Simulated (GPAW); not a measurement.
Consider BaPbO3 (I4/mcm).

```
Pb Ba O
1.0
    -3.01922    3.01922    4.36185
     3.01922   -3.01922    4.36185
     3.01922    3.01922   -4.36185
Pb Ba O
2 2 6
Cartesian
  0.0000 0.0000 4.3619
  0.0000 0.0000 0.0000
  0.0000 3.0192 2.1809
  3.0192 0.0000 2.1809
  0.0000 0.0000 2.1809
  0.0000 0.0000 6.5428
  1.7897 -1.2295 4.3619
  1.2295 1.7897 4.3619
  1.7897 1.2295 0.0000
  1.2295 4.2487 0.0000
```

Absorber: atom 5, with 2 Pb at 2.18 Å (linear, site symmetry 422). Method: GPAW, LDA, excited-electron core hole (neutral cell), 10-atom cell with 6.0 Å between holes, 7×7×7 k points, dipole transitions, Gaussian full width 0.9 eV up to 4 eV, rising linearly to 3.5 eV at 25 eV, without spin-orbit coupling.

**Question.** Predict the near-edge structure at the O K edge.

Main maxima up to 24 eV above the zero (height): 0.6 eV (0.92), 4.2 eV (2.36), 7.3 eV (1.42) and 11.9 eV (0.91). A K edge sees empty p states on the absorber. The total-energy difference is 532.60 eV. One term is added: -8.83 eV, since the hole is spin-paired here and a spin-polarised one costs that much less in the free atom (computed apart). The photon energy is then 523.77 eV. The functional leaves an error in such absolute values: in the free atom LDA prices this hole 4.1 eV below PBE (computed apart), and PBE is itself good to a few eV.

The O K spectrum (energy from the lowest empty level; intensity scaled to a mean of 1 over the first 20 eV; polarised curves are means over the symmetry-equivalent atoms):

| E (eV) | isotropic | ε ⊥ c | ε ∥ c |
| --- | --- | --- | --- |
| -2.0 | 0.00 | 0.00 | 0.00 |
| -1.5 | 0.00 | 0.00 | 0.00 |
| -1.0 | 0.01 | 0.00 | 0.04 |
| -0.5 | 0.20 | 0.01 | 0.59 |
| 0.0 | 0.72 | 0.04 | 2.08 |
| 0.5 | 0.92 | 0.06 | 2.63 |
| 1.0 | 0.90 | 0.05 | 2.60 |
| 1.5 | 0.86 | 0.04 | 2.50 |
| 2.0 | 0.65 | 0.04 | 1.87 |
| 2.5 | 0.39 | 0.19 | 0.79 |
| 3.0 | 0.74 | 0.88 | 0.47 |
| 3.5 | 1.75 | 2.21 | 0.84 |
| 4.0 | 2.34 | 2.76 | 1.49 |
| 4.5 | 2.34 | 2.76 | 1.51 |
| 5.0 | 2.14 | 2.68 | 1.07 |
| 5.5 | 1.61 | 1.79 | 1.26 |
| 6.0 | 1.30 | 0.98 | 1.94 |
| 6.5 | 1.33 | 0.75 | 2.48 |
| 7.0 | 1.41 | 0.87 | 2.48 |
| 7.5 | 1.42 | 1.02 | 2.21 |
| 8.0 | 1.39 | 1.07 | 2.02 |
| 8.5 | 1.34 | 1.02 | 1.98 |
| 9.0 | 1.23 | 0.95 | 1.78 |
| 9.5 | 0.98 | 0.85 | 1.24 |
| 10.0 | 0.72 | 0.77 | 0.63 |
| 10.5 | 0.64 | 0.83 | 0.26 |
| 11.0 | 0.74 | 1.04 | 0.15 |
| 11.5 | 0.87 | 1.23 | 0.17 |
| 12.0 | 0.90 | 1.24 | 0.22 |
| 12.5 | 0.84 | 1.13 | 0.26 |
| 13.0 | 0.77 | 1.01 | 0.29 |
| 13.5 | 0.75 | 0.97 | 0.31 |
| 14.0 | 0.76 | 0.98 | 0.31 |
| 14.5 | 0.77 | 1.00 | 0.31 |
| 15.0 | 0.77 | 1.00 | 0.31 |
| 15.5 | 0.74 | 0.96 | 0.31 |
| 16.0 | 0.69 | 0.88 | 0.30 |
| 16.5 | 0.63 | 0.80 | 0.29 |
| 17.0 | 0.59 | 0.74 | 0.29 |
| 17.5 | 0.58 | 0.72 | 0.31 |
| 18.0 | 0.59 | 0.71 | 0.34 |
| 18.5 | 0.60 | 0.70 | 0.38 |
| 19.0 | 0.61 | 0.70 | 0.43 |
| 19.5 | 0.62 | 0.69 | 0.49 |
| 20.0 | 0.65 | 0.69 | 0.55 |
| 20.5 | 0.67 | 0.70 | 0.63 |
| 21.0 | 0.71 | 0.71 | 0.72 |
| 21.5 | 0.76 | 0.73 | 0.81 |
| 22.0 | 0.81 | 0.77 | 0.89 |
| 22.5 | 0.86 | 0.81 | 0.97 |
| 23.0 | 0.92 | 0.86 | 1.03 |
| 23.5 | 0.98 | 0.92 | 1.09 |
| 24.0 | 1.04 | 0.98 | 1.15 |
| 24.5 | 1.11 | 1.05 | 1.22 |
| 25.0 | 1.18 | 1.12 | 1.32 |
| 25.5 | 1.27 | 1.18 | 1.44 |
| 26.0 | 1.35 | 1.23 | 1.59 |
| 26.5 | 1.42 | 1.25 | 1.74 |
| 27.0 | 1.45 | 1.23 | 1.87 |
| 27.5 | 1.43 | 1.17 | 1.97 |
| 28.0 | 1.39 | 1.07 | 2.01 |
| 28.5 | 1.31 | 0.97 | 2.00 |
| 29.0 | 1.22 | 0.87 | 1.93 |
| 29.5 | 1.13 | 0.79 | 1.83 |
| 30.0 | 1.05 | 0.73 | 1.70 |
| 30.5 | 0.99 | 0.70 | 1.57 |
| 31.0 | 0.93 | 0.69 | 1.43 |
| 31.5 | 0.89 | 0.69 | 1.29 |
| 32.0 | 0.87 | 0.73 | 1.16 |

The unit cell's mesh shows no gap over 0.35 eV. That is right for a metallic compound; for a small-gap or correlated insulator it would be the fault of the functional or of the assumed magnetic order, and the hole would be screened too well. The crystal has 2 inequivalent O sites and not all are shown here, while a measurement adds them all. The holes are only 6.0 Å apart, so the shape is probably not converged with cell size; no larger cell was run here. Lifetime broadening is put in by hand, and intensities beyond about 20 eV depend on it and on the partial waves. The structure is a computed Materials Project entry and may be a hypothetical form.

[Banner, clock and machine lines of the logs are left out without a mark of their own.]

[Logs are printed without paths, hosts, clocks, repeated set-up lines and the standing remarks that a program may print on its own settings, such as how far it seeks lower states.]

[Hosts, paths, dates, database ids (printed as entryN), source tags and the programs' standing remarks are cut or masked in the printed files.]

[Lists of maxima count a maximum above −3 eV only where it reaches 4 % of the highest in the window and stands out from its surroundings by 2 % of it (1.5 % where it reaches 55 %); shoulders and weaker maxima are passed over, and of the rest the first, up to two pre-edge ones and the few strongest are named.]
